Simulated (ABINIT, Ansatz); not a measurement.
An input for ABINIT 10.8.3 (Cs2NaAlH6 (Fm-3m)):

```
acell 3*1.0 Angstrom
rprim 
  -0.000000000000 4.312959000000 4.312959000000
  4.312959000000 -0.000000000000 4.312959000000
  4.312959000000 4.312959000000 -0.000000000000
ntypat 4
znucl 55 11 13 1
natom 10
typat 1 1 2 3 4 4 4 4 4 4
xred 
  0.250000000000 0.250000000000 0.250000000000
  0.750000000000 0.750000000000 0.750000000000
  0.500000000000 0.500000000000 0.500000000000
  -0.000000000000 -0.000000000000 0.000000000000
  0.208755000000 0.791245000000 0.791245000000
  0.208755000000 0.791245000000 0.208755000000
  0.791245000000 0.208755000000 0.791245000000
  0.791245000000 0.791245000000 0.208755000000
  0.208755000000 0.208755000000 0.791245000000
  0.791245000000 0.208755000000 0.208755000000
pp_dirpath "pseudos"
pseudos "Cs.upf, Na.upf, Al.upf, H.upf"
ecut 38
ngkpt 2 2 2
nshiftk 1
shiftk 0 0 0
kptopt 1
chksymbreak 0
istwfk *1
occopt 1
irdwfk 1
optdriver 4
nband 124
gwcalctyp 0
ecutsigx 38
symsigma 1
nkptgw 2
kptgw 
  0.5000000000 0.5000000000 0.0000000000
  0.0000000000 0.0000000000 0.0000000000
bdgw 
  17 20
  17 22
ecuteps 4.2
irdscr 1
ppmodel 1
indata_prefix "in"
outdata_prefix "out"
tmpdata_prefix "tmp"
```

```sh
OMP_NUM_THREADS=1 mpirun -n 4 abinit run.abi > log
```

Estimate wall time and host memory on 4 MPI ranks of Arm Neoverse N1, shared host.

It took 28 s; on shared hardware allow 14 s to 57 s. Peak host memory was 1.5 GiB.

[Paths, hosts, dates, memory and timing lines, banners, echoed tables and standing remarks are left out of the program output.]

[Logs are printed without paths, hosts, clocks, repeated set-up lines and the standing remarks that a program may print on its own settings, such as how far it seeks lower states.]

[Runs of the session that timed out or met a known fault of the program may be left out.]

[Hosts, paths, dates, database ids (printed as entryN), source tags and the programs' standing remarks are cut or masked in the printed files.]

[G0W0 gaps are taken among the corrected bands and points alone; a level outside them can change the order at an edge.]

[Where Ansatz stands beside ABINIT at settings called matched, ABINIT's density can come from a denser mesh and the files from another edition; pairs whose starting gaps differed by over 0.03 eV were left out, so agreement reads better than it is.]
